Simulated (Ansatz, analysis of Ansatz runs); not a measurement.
## A hop of Li in Li2CdCl4 (Imma), charge −1

Wanted: path and barrier of a jump of Li in Li2CdCl4 (Imma) at charge −1. The case: V_Li hop (4.5 Å), in a cell of 56 host atoms with 1 Li taken out.

Calculated with Ansatz 0.2.0; plane-wave PAW DFT, HSE06; nudged elastic band between two relaxed defect structures at fixed charge in a uniform background.

### 1. Set-up

The cell holds 55 atoms: 15 Li, 8 Cd and 32 Cl. Cell: a = 12.949 Å, b = 12.809 Å, c = 10.609 Å, α = 66.4°, β = 65.0°, γ = 48.6°. It derives from Li2CdCl4 (space group Imma). Nearest the centre at fractional (0.284, 0.659, 0.466): Cl28 at 1.09 Å, Li4 at 2.23 Å, Cl37 at 2.84 Å, Cl53 at 2.88 Å, Cl44 at 2.88 Å, Cd21 at 3.41 Å, Cd16 at 3.41 Å, Li9 at 3.43 Å. The cell carries charge −1.

The cell's shortest repeat is 10.6 Å.

### 2. Relaxation of the start point, charge −1

The ends come first: from an unrelaxed start the top is counted from too high an energy, and the barrier comes out too low. Small random displacements break the symmetry of the ideal sites, so that the defect can distort if it gains by it. The charge of −1 is set by the electron count, and a uniform background keeps the cell neutral.

The input, qm1.start/input.yaml:

```yaml
crystal:
  lattice:
    - [0.0, 7.62069283, 10.46883193]
    - [7.38022985, 0.0, 10.46883193]
    - [7.38022985, 7.62069283, 0.0]
  atoms:
    - { symbol: Li, position: [0.1960546, 0.4460546, 0.0539454] }
    - { symbol: Li, position: [0.6960546, 0.9460546, 0.5539454] }
    - { symbol: Li, position: [0.9460546, 0.1960546, 0.8039454] }
    - { symbol: Li, position: [0.125, 0.625, 0.625] }
    - { symbol: Li, position: [0.375, 0.875, 0.875] }
    - { symbol: Li, position: [0.625, 0.125, 0.125] }
    - { symbol: Li, position: [0.875, 0.375, 0.375] }
    - { symbol: Li, position: [0.125, 0.125, 0.125] }
    - { symbol: Li, position: [0.375, 0.375, 0.375] }
    - { symbol: Li, position: [0.625, 0.625, 0.625] }
    - { symbol: Li, position: [0.875, 0.875, 0.875] }
    - { symbol: Li, position: [0.0539454, 0.8039454, 0.1960546] }
    - { symbol: Li, position: [0.3039454, 0.0539454, 0.4460546] }
    - { symbol: Li, position: [0.5539454, 0.3039454, 0.6960546] }
    - { symbol: Li, position: [0.8039454, 0.5539454, 0.9460546] }
    - { symbol: Cd, position: [0.0, 0.0, 0.5] }
    - { symbol: Cd, position: [0.25, 0.25, 0.75] }
    - { symbol: Cd, position: [0.5, 0.5, 0.0] }
    - { symbol: Cd, position: [0.75, 0.75, 0.25] }
    - { symbol: Cd, position: [0.0, 0.5, 0.5] }
    - { symbol: Cd, position: [0.25, 0.75, 0.75] }
    - { symbol: Cd, position: [0.5, 0.0, 0.0] }
    - { symbol: Cd, position: [0.75, 0.25, 0.25] }
    - { symbol: Cl, position: [0.13698115, 0.11817837, 0.88182163] }
    - { symbol: Cl, position: [0.38698115, 0.36817837, 0.13182163] }
    - { symbol: Cl, position: [0.63698115, 0.61817837, 0.38182163] }
    - { symbol: Cl, position: [0.88698115, 0.86817837, 0.63182163] }
    - { symbol: Cl, position: [0.2465624, 0.74965379, 0.5034376] }
    - { symbol: Cl, position: [0.4965624, 0.99965379, 0.7534376] }
    - { symbol: Cl, position: [0.7465624, 0.24965379, 0.0034376] }
    - { symbol: Cl, position: [0.9965624, 0.49965379, 0.2534376] }
    - { symbol: Cl, position: [0.11817837, 0.63698115, 0.86301885] }
    - { symbol: Cl, position: [0.36817837, 0.88698115, 0.11301885] }
    - { symbol: Cl, position: [0.61817837, 0.13698115, 0.36301885] }
    - { symbol: Cl, position: [0.86817837, 0.38698115, 0.61301885] }
    - { symbol: Cl, position: [0.24965379, 0.2465624, 0.00034621] }
    - { symbol: Cl, position: [0.49965379, 0.4965624, 0.25034621] }
    - { symbol: Cl, position: [0.74965379, 0.7465624, 0.50034621] }
    - { symbol: Cl, position: [0.99965379, 0.9965624, 0.75034621] }
    - { symbol: Cl, position: [0.00034621, 0.0034376, 0.24965379] }
    - { symbol: Cl, position: [0.25034621, 0.2534376, 0.49965379] }
    - { symbol: Cl, position: [0.50034621, 0.5034376, 0.74965379] }
    - { symbol: Cl, position: [0.75034621, 0.7534376, 0.99965379] }
    - { symbol: Cl, position: [0.13182163, 0.61301885, 0.38698115] }
    - { symbol: Cl, position: [0.38182163, 0.86301885, 0.63698115] }
    - { symbol: Cl, position: [0.63182163, 0.11301885, 0.88698115] }
    - { symbol: Cl, position: [0.88182163, 0.36301885, 0.13698115] }
    - { symbol: Cl, position: [0.0034376, 0.50034621, 0.7465624] }
    - { symbol: Cl, position: [0.2534376, 0.75034621, 0.9965624] }
    - { symbol: Cl, position: [0.5034376, 0.00034621, 0.2465624] }
    - { symbol: Cl, position: [0.7534376, 0.25034621, 0.4965624] }
    - { symbol: Cl, position: [0.11301885, 0.13182163, 0.36817837] }
    - { symbol: Cl, position: [0.36301885, 0.38182163, 0.61817837] }
    - { symbol: Cl, position: [0.61301885, 0.63182163, 0.86817837] }
    - { symbol: Cl, position: [0.86301885, 0.88182163, 0.11817837] }
total_charge: -1
basis:
  ecutwfc: 420
  xc_grid: 2
hamiltonian:
  xc: hse06
kpoints:
  mp_grid: { grid: [1, 1, 1], shift: [0.25, 0.25, 0.25] }
scf:
  occupations: { method: fixed }
  max_iter: 100
output:
  forces: true
relax:
  f_tol: 0.02
  max_steps: 70
  random_displacement: { amplitude: 0.03, seed: 5623 }
```

On the command line:

```
ansatz run input.yaml --threads 32 --pin off --max-ram 84787MiB --backend cuda --events-out ev --progress --plain --runs-dir out --max-vram 78GiB
```

Output:

```text
Warning: kpoints.mp_grid.shift: disabling space-group detection — at a shift other than 0 and half a step a hybrid functional's run that is held to the crystal's symmetry can end above its lowest stat [...]
[...]
exact exchange: scf.exx.singularity resolves to wigner_seitz, which cuts the screened interaction at the faces of the exchange supercell's Wigner-Seitz cell, so that each pair interacts once, at the s [...]
Engine: ansatz 0.2.0, aarch64-unknown-linux-gnu
[...]
Pseudopotential: Li, paw, valence charge 3, recommended cutoff 420 eV (normal), Li.paw.azcp
Pseudopotential: Cd, paw, valence charge 20, recommended cutoff 420 eV (normal), Cd.paw.azcp
Pseudopotential: Cl, paw, valence charge 7, recommended cutoff 420 eV (normal), Cl.paw.azcp
Functional definition: HSE06
[...]
Crystal: 55 atoms, lattice volume = 1177.586 Å³
Basis set: ecut = 420 eV, 23051 PW (Γ), exchange–correlation on 180×180×144 points (8 copies of the dense FFT grid, shifted against one another)
[...]
k-points: 1
[...]
SCF 1 converged in 9 iterations: F = -103726.870679 eV  dr2 = 2.30e-8
[...]
relax step   1: F+E_penalty+E_count = -103782.52232224 eV  Δ(F+E_penalty+E_count) = +0.000e0 eV  max|allowed force component| = 6.467e-1 eV/Å  Δτ_max = 0.0000 Å  (19 SCF iters, accepted)
[...]
SCF 9 converged in 6 iterations: F = -103782.878724 eV  dr2 = 1.31e-8
[...]
SCF 10 converged in 2 iterations: F = -103782.878697 eV  dr2 = 8.15e-9
[...]
SCF 14 converged in 2 iterations: F = -103782.885884 eV  dr2 = 7.64e-12
[...]
relax step   4: F+E_penalty+E_count = -103782.88588408 eV  Δ(F+E_penalty+E_count) = -7.187e-3 eV  max|allowed force component| = 1.746e-2 eV/Å  Δτ_max = 0.0334 Å  (21 SCF iters, accepted)
[...]
--- Relaxed structure (4 steps of the walk, 4 accepted, 0 SCFs on fresh bases) ---
[...]
```

It took 19 s on 1 × NVIDIA GB200 with 32 threads of Arm Neoverse V2, shared host; peak memory 2.5 GiB; 60 s of CPU time.

Relaxation path:

| step | energy less that of the first step (eV) | largest force component (eV/Å) |
| --- | --- | --- |
| 1 | 0.0000 | 0.6467 |
| 2 | -0.3153 | 0.2986 |
| 3 | -0.3564 | 0.0458 |
| 4 | -0.3636 | 0.0175 |

The atoms that moved most (Å, from the sites as typed, ahead of the random displacement, the mean shift of all atoms taken out):

| atom | dx | dy | dz | length |
| --- | --- | --- | --- | --- |
| Cl26 | -0.004 | 0.097 | -0.001 | 0.097 |
| Cl33 | -0.002 | -0.089 | 0.017 | 0.091 |
| Cd19 | -0.003 | -0.005 | -0.082 | 0.082 |
| Li4 | 0.003 | 0.000 | 0.080 | 0.080 |
| Li9 | -0.012 | 0.005 | 0.069 | 0.070 |
| Cd23 | 0.059 | -0.032 | 0.016 | 0.069 |
| Cl35 | -0.001 | 0.062 | 0.008 | 0.063 |
| Li8 | -0.050 | 0.037 | -0.006 | 0.062 |

Neighbours of Li4 at the end:

| atom | distance (Å) |
| --- | --- |
| Cl28 | 2.477 |
| Cl53 | 2.563 |
| Cl44 | 2.565 |
| Cl32 | 2.570 |
| Cl27 | 2.571 |
| Cl48 | 2.637 |
| Cd16 | 3.633 |
| Cd21 | 3.638 |
| Li11 | 3.690 |

Numbers from this step:

| Quantity | Value |
| --- | --- |
| free energy | -103782.8859 eV |
| r.m.s. move of the farther half of the atoms | 0.04155 Å |
| largest move from the ideal geometry of this structure, a common shift of the far atoms taken out | 0.09526 Å |

The relaxation gained 0.364 eV and ended with a largest force component of 0.018 eV/Å.

### 3. Relaxation of the end point, charge −1

The end point is relaxed in the same cell and settings, so that the two energies compare. Atoms more than 3.2 Å from the middle of the hop start where the first relaxation left them, the nearer ones on or close to their ideal places, with small random displacements.

The input, qm1.end/input.yaml:

```yaml
crystal:
  lattice:
    - [0.0, 7.62069283, 10.46883193]
    - [7.38022985, 0.0, 10.46883193]
    - [7.38022985, 7.62069283, 0.0]
  atoms:
    - { symbol: Li, position: [0.19555833, 0.44654314, 0.05398224] }
    - { symbol: Li, position: [0.69572298, 0.94629613, 0.55365179] }
[... 1 atom line left out ...]
    - { symbol: Li, position: [0.443876, 0.693876, 0.306124] }
[... 4 atom lines left out ...]
    - { symbol: Li, position: [0.3796296, 0.37760343, 0.37099386] }
[... 6 atom lines left out ...]
    - { symbol: Cd, position: [0.00495384, -0.00434902, 0.498487] }
[... 4 atom lines left out ...]
    - { symbol: Cd, position: [0.25183383, 0.74988343, 0.74397917] }
[... 4 atom lines left out ...]
    - { symbol: Cl, position: [0.64381731, 0.61190744, 0.38764767] }
    - { symbol: Cl, position: [0.88379142, 0.86926219, 0.63273227] }
    - { symbol: Cl, position: [0.2465624, 0.74965379, 0.5034376] }
[... 3 atom lines left out ...]
    - { symbol: Cl, position: [0.11706208, 0.63645279, 0.86579315] }
[... 4 atom lines left out ...]
    - { symbol: Cl, position: [0.49965379, 0.4965624, 0.25034621] }
[... 4 atom lines left out ...]
    - { symbol: Cl, position: [0.50187645, 0.50096689, 0.75316679] }
[... 1 atom line left out ...]
    - { symbol: Cl, position: [0.13182163, 0.61301885, 0.38698115] }
[... 8 atom lines left out ...]
    - { symbol: Cl, position: [0.36301885, 0.38182163, 0.61817837] }
[... 1 atom line left out ...]
    - { symbol: Cl, position: [0.86237423, 0.87869992, 0.12134353] }
total_charge: -1
basis:
  ecutwfc: 420
  xc_grid: 2
hamiltonian:
  xc: hse06
kpoints:
  mp_grid: { grid: [1, 1, 1], shift: [0.25, 0.25, 0.25] }
scf:
  occupations: { method: fixed }
  max_iter: 100
output:
  forces: true
relax:
  f_tol: 0.02
  max_steps: 70
  random_displacement: { amplitude: 0.01, seed: 5623 }
```

Output:

```text
[...]
Crystal: 55 atoms, lattice volume = 1177.586 Å³
[...]
SCF 1 converged in 8 iterations: F = -103726.628246 eV  dr2 = 4.48e-8
[...]
hybrid outer 2: dexx = +1.068e-6 eV, tail = 5.57e-8 eV, Δε = 3.14e-3 eV (about 8.06e-5 eV left of the loop's levels), ΔF = 2.73e-3 eV/Å (tail 4.64e-4)
[...]
SCF 7 converged in 3 iterations: F = -103782.678865 eV  dr2 = 3.95e-8
[...]
SCF 10 converged in 2 iterations: F = -103782.710427 eV  dr2 = 4.84e-8
[...]
relax step   4: F+E_penalty+E_count = -103782.76323927 eV  Δ(F+E_penalty+E_count) = -5.281e-2 eV  max|allowed force component| = 1.982e-2 eV/Å  Δτ_max = 0.1044 Å  (17 SCF iters, dr2 threshold 1.91e-6  [...]
[...]
SCF 17 converged in 2 iterations: F = -103782.763239 eV  dr2 = 3.79e-11
[...]
--- Relaxed structure (5 steps of the walk, 5 accepted, 0 SCFs on fresh bases) ---
[...]
```

It took 20 s on 1 × NVIDIA GB200 with 32 threads; peak memory 2.4 GiB.

Step by step:

| step | energy less that of the first step (eV) | largest force component (eV/Å) |
| --- | --- | --- |
| 1 | 0.0000 | 0.6348 |
| 2 | -0.4190 | 0.2095 |
| 3 | -0.4505 | 0.1326 |
| 4 | -0.5033 | 0.0198 |
| 5 | -0.5033 | 0.0198 |

The atoms that moved most (Å, from the sites as typed, ahead of the random displacement):

| atom | dx | dy | dz | length |
| --- | --- | --- | --- | --- |
| Cl53 | -0.110 | 0.101 | 0.035 | 0.153 |
| Cl44 | -0.108 | -0.099 | 0.036 | 0.151 |
| Cl32 | 0.094 | 0.084 | -0.010 | 0.127 |
| Cl27 | 0.095 | -0.083 | -0.006 | 0.126 |
| Li9 | 0.113 | -0.005 | -0.035 | 0.118 |
| Cd17 | 0.084 | -0.014 | 0.066 | 0.108 |
| Cd20 | 0.084 | 0.023 | 0.055 | 0.103 |
| Li11 | -0.102 | -0.008 | -0.010 | 0.103 |

Neighbours of Li4 at the end:

| atom | distance (Å) |
| --- | --- |
| Cl28 | 2.328 |
| Cl33 | 2.358 |
| Cl26 | 2.358 |
| Cl37 | 2.403 |
| Cl50 | 4.168 |
| Cl43 | 4.173 |
| Cd19 | 4.202 |
| Cd22 | 4.203 |

Read from the output:

```yaml
free_energy: -103782.7632 eV
r_m_s_move_of_the_farther_half_of_the_atoms: 0.03697 Å
largest_move_from_the_ideal_geometry_of_this_structure_a_common_shift_of_the_far_atoms_taken_out: 0.1589 Å
```

The relaxation gained 0.503 eV and ended with a largest force component of 0.020 eV/Å. The end lies 0.123 eV above the start.

### 4. Nudged elastic band, charge −1

3 movable images are laid between the ends on a pair-potential path, which keeps atoms from colliding in the first guess. Each image feels the true force across the path and a spring force along it. The highest image is set to climb to the top of the path.

This step: plane-wave PAW DFT, HSE06; nudged elastic band between two relaxed defect structures at fixed charge in a uniform background.

The input, qm1.neb/input.yaml:

```yaml
crystal:
  lattice:
    - [0.0, 7.62069283, 10.46883193]
    - [7.38022985, 0.0, 10.46883193]
    - [7.38022985, 7.62069283, 0.0]
  atoms:
    - { symbol: Li, position: [0.19517081, 0.4463234, 0.05411059] }
    - { symbol: Li, position: [0.69533545, 0.94607638, 0.55378014] }
    - { symbol: Li, position: [0.94368991, 0.19433917, 0.80606025] }
    - { symbol: Li, position: [0.12845077, 0.62917357, 0.62126076] }
    - { symbol: Li, position: [0.37426178, 0.87598569, 0.88004512] }
    - { symbol: Li, position: [0.62497018, 0.12348976, 0.12572582] }
    - { symbol: Li, position: [0.87123103, 0.3797209, 0.37627452] }
    - { symbol: Li, position: [0.13031448, 0.11910986, 0.12421784] }
    - { symbol: Li, position: [0.37924208, 0.37738369, 0.37112221] }
    - { symbol: Li, position: [0.62691391, 0.62303479, 0.6200472] }
    - { symbol: Li, position: [0.87410827, 0.87385231, 0.87639068] }
    - { symbol: Li, position: [0.05320036, 0.80634306, 0.19433028] }
    - { symbol: Li, position: [0.30520043, 0.05178351, 0.44457973] }
    - { symbol: Li, position: [0.55537388, 0.30434304, 0.69587001] }
    - { symbol: Li, position: [0.80151476, 0.55535571, 0.94826647] }
    - { symbol: Cd, position: [0.00456631, -0.00456877, 0.49861535] }
    - { symbol: Cd, position: [0.24907964, 0.25182461, 0.74860835] }
    - { symbol: Cd, position: [0.49817343, 0.50170712, 0.00504591] }
    - { symbol: Cd, position: [0.74577675, 0.74643663, 0.25327894] }
    - { symbol: Cd, position: [0.00119658, 0.50102676, 0.499398] }
    - { symbol: Cd, position: [0.2514463, 0.74966369, 0.74410752] }
    - { symbol: Cd, position: [0.49642924, -0.0017302, 0.00233898] }
    - { symbol: Cd, position: [0.74445697, 0.25706864, 0.25098488] }
    - { symbol: Cl, position: [0.13314087, 0.12198691, 0.87783535] }
    - { symbol: Cl, position: [0.38563228, 0.36659865, 0.13092595] }
    - { symbol: Cl, position: [0.64342978, 0.61168769, 0.38777602] }
    - { symbol: Cl, position: [0.88340389, 0.86904244, 0.63286062] }
    - { symbol: Cl, position: [0.24374051, 0.75043821, 0.50586641] }
    - { symbol: Cl, position: [0.49693243, 1.00237319, 0.74828019] }
    - { symbol: Cl, position: [0.74720929, 0.24680066, 0.00308705] }
    - { symbol: Cl, position: [1.00122122, 0.49767786, 0.25276053] }
    - { symbol: Cl, position: [0.11667455, 0.63623304, 0.8659215] }
    - { symbol: Cl, position: [0.3630877, 0.89367393, 0.10606918] }
    - { symbol: Cl, position: [0.61927591, 0.13407131, 0.36375791] }
    - { symbol: Cl, position: [0.87249732, 0.38344054, 0.61655822] }
    - { symbol: Cl, position: [0.24705664, 0.25219707, -0.00228363] }
    - { symbol: Cl, position: [0.4990379, 0.49472263, 0.24994185] }
    - { symbol: Cl, position: [0.75139351, 0.74751344, 0.50196487] }
    - { symbol: Cl, position: [0.99620449, 0.99764947, 0.75330392] }
    - { symbol: Cl, position: [-0.0037349, 0.00613781, 0.24821812] }
    - { symbol: Cl, position: [0.25226983, 0.25323973, 0.49722122] }
    - { symbol: Cl, position: [0.50148892, 0.50074714, 0.75329514] }
    - { symbol: Cl, position: [0.75140729, 0.75286056, 0.99767861] }
    - { symbol: Cl, position: [0.13264822, 0.61554565, 0.38420522] }
    - { symbol: Cl, position: [0.38208089, 0.86492783, 0.63667382] }
    - { symbol: Cl, position: [0.6295706, 0.11271536, 0.8870418] }
    - { symbol: Cl, position: [0.88401386, 0.36323356, 0.13478201] }
    - { symbol: Cl, position: [0.00253401, 0.50322125, 0.74664212] }
    - { symbol: Cl, position: [0.25008485, 0.75235764, 0.99412231] }
    - { symbol: Cl, position: [0.50209944, 0.00234588, 0.24719386] }
    - { symbol: Cl, position: [0.75526027, 0.24748592, 0.49933685] }
    - { symbol: Cl, position: [0.11268603, 0.13362962, 0.36854078] }
    - { symbol: Cl, position: [0.36482737, 0.38255213, 0.61745492] }
    - { symbol: Cl, position: [0.61481612, 0.63133292, 0.86642131] }
    - { symbol: Cl, position: [0.8619867, 0.87848017, 0.12147188] }
total_charge: -1
basis:
  ecutwfc: 420
  xc_grid: 2
hamiltonian:
  xc: hse06
kpoints:
  mp_grid: { grid: [1, 1, 1], shift: [0.25, 0.25, 0.25] }
scf:
  occupations: { method: fixed }
  max_iter: 100
output:
  forces: true
neb:
  images: 3
  f_tol: 0.06
  climbing: true
  initial_path: idpp
  max_iterations: 45
  order_check: false
  final_atoms:
    - { symbol: Li, position: [0.19463421, 0.44610156, 0.05962162] }
    - { symbol: Li, position: [0.689796, 0.95088549, 0.55496418] }
[... 1 atom line left out ...]
    - { symbol: Li, position: [0.44533442, 0.69623975, 0.30434207] }
[... 4 atom lines left out ...]
    - { symbol: Li, position: [0.37044223, 0.38253457, 0.37936191] }
[... 6 atom lines left out ...]
    - { symbol: Cd, position: [0.00477314, -0.01296464, 0.49913629] }
[... 4 atom lines left out ...]
    - { symbol: Cd, position: [0.25077159, 0.74122829, 0.74507307] }
[... 4 atom lines left out ...]
    - { symbol: Cl, position: [0.63680041, 0.6161468, 0.38186444] }
    - { symbol: Cl, position: [0.87210739, 0.87951363, 0.63330844] }
    - { symbol: Cl, position: [0.2530797, 0.74808699, 0.49708403] }
[... 3 atom lines left out ...]
    - { symbol: Cl, position: [0.11622651, 0.63544196, 0.87751105] }
[... 4 atom lines left out ...]
    - { symbol: Cl, position: [0.50197108, 0.49745021, 0.24754307] }
[... 4 atom lines left out ...]
    - { symbol: Cl, position: [0.50614041, 0.49731749, 0.74743568] }
[... 1 atom line left out ...]
    - { symbol: Cl, position: [0.13483471, 0.61255471, 0.37076771] }
[... 8 atom lines left out ...]
    - { symbol: Cl, position: [0.37918693, 0.36809719, 0.61506423] }
[... 1 atom line left out ...]
    - { symbol: Cl, position: [0.8603749, 0.88342542, 0.11824191] }
```

Output:

```text
Warning: neb: disabling space-group detection — the band's intermediate images generally break the endpoint symmetry, so the full k-mesh is solved, and no spatial operation symmetrises the density, ex [...]
[...]
Crystal: 55 atoms, lattice volume = 1177.586 Å³
Basis set: ecut = 420 eV, 23051 PW (Γ), exchange–correlation on 180×180×144 points (8 copies of the dense FFT grid, shifted against one another)
Bands: 270, of which v1, the nominal top of the filled ones, is band 215 counted from 1 (214 counted from 0)
[...]
k-points: 1
[...]
SCF 1 converged in 8 iterations: F = -103727.230521 eV  dr2 = 5.58e-8
[...]
SCF 13 converged in 8 iterations: F = -103725.988154 eV  dr2 = 4.64e-8
[...]
hybrid outer 1: dexx = -9.715e-16 eV, tail = 5.45e0 eV
[...]
SCF 83 converged in 6 iterations: F = -103782.135770 eV  dr2 = 4.32e-9
[...]
SCF 102 converged in 3 iterations: F = -103782.230573 eV  dr2 = 3.17e-9
[...]
SCF 150 converged in 2 iterations: F = -103782.317466 eV  dr2 = 6.70e-10
[...]
hybrid outer 1: dexx = +3.411e-11 eV, tail = 3.25e-10 eV
[...]
```

Elapsed: 2.6 min, on 1 × NVIDIA GB200 with 32 threads; peak memory 3.6 GiB; 12 min of CPU time.

The path, image by image:

| image | path (Å) | energy (eV) | Li4: x, y, z (Å) |
| --- | --- | --- | --- |
| 0 | 0.000 | 0.0000 | 9.228, 5.713, 7.931 |
| 1 | 1.143 | 0.2410 | 8.455, 5.674, 8.615 |
| 2 | 2.285 | 0.3340 | 7.630, 5.573, 9.362 |
| 3 | 3.427 | 0.5680 | 7.472, 4.758, 10.084 |
| 4 | 5.626 | 0.1230 | 7.385, 5.713, 11.951 |

Numbers from this step:

```
free energy      : -103782.3185 eV
barrier forward  : 0.5674 eV
barrier backward : 0.4448 eV
end less start   : 0.1226 eV
hop length       : 4.422 Å
```

Track of the atom that was set to move:

| image | x (Å) | y (Å) | z (Å) | nearest neighbour | distance (Å) |
| --- | --- | --- | --- | --- | --- |
| 0 | 9.228 | 5.713 | 7.931 | Cl | 2.477 |
| 1 | 8.455 | 5.674 | 8.615 | Cl | 2.254 |
| 2 | 7.63 | 5.573 | 9.362 | Cl | 2.234 |
| 3 | 7.472 | 4.758 | 10.08 | Cl | 2.227 |
| 4 | 7.385 | 5.713 | 11.95 | Cl | 2.328 |

The band met its tolerance of 0.06 eV/Å after 18 iterations, with image 3 on top (the start counts as 0). Li4, which moves farthest between the ends, has 6 Cl at 2.48 to 2.64 Å nearest at the start and 3 Cl at 2.23 to 2.33 Å at the top. In at least one step between neighbouring images a covalent bond changes partner or an atom goes far. The images sample such a step coarsely, so the top may lie higher.

(Part 1 of 2 ends here.)

[Logs are printed without paths, hosts, clocks, repeated set-up lines and the standing remarks that a program may print on its own settings, such as how far it seeks lower states.]

[Hosts, paths, dates, database ids (printed as entryN), source tags and the programs' standing remarks are cut or masked in the printed files.]
